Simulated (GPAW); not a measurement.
**Identify the compound from its spectrum**

Method: GPAW, PBE, RPA, without spin-orbit coupling, line width 0.1 eV (Lorentzian); metals get a typed carrier damping. The response is along the first axis of the cell.

```tsv
E (eV)	Im ε
0.00	0.00
0.50	0.03
1.00	0.06
1.50	0.12
2.00	0.42
2.50	1.13
3.00	3.07
3.50	8.28
4.00	11.87
4.50	11.03
5.00	5.64
5.50	6.33
6.00	5.38
6.50	5.45
7.00	4.41
7.50	3.00
8.00	2.35
```

**Question.** Which of these systems gave the spectrum?
A. PbO (P4/nmm)
B. PbF2 (Fm-3m)
C. KTaO3 (Pm-3m)

**Answer.** A. PbO (P4/nmm): ε∞ = 6.52 along the first axis, strongest peak along the first axis at 4.03 eV. The others: PbF2 (Fm-3m), ε∞ = 3.17 along the first axis, strongest peak along the first axis at 8.04 eV; KTaO3 (Pm-3m), ε∞ = 4.69 along the first axis, strongest peak along the first axis at 5.11 eV.

[Logs are printed without paths, hosts, clocks, repeated set-up lines and the standing remarks that a program may print on its own settings, such as how far it seeks lower states.]
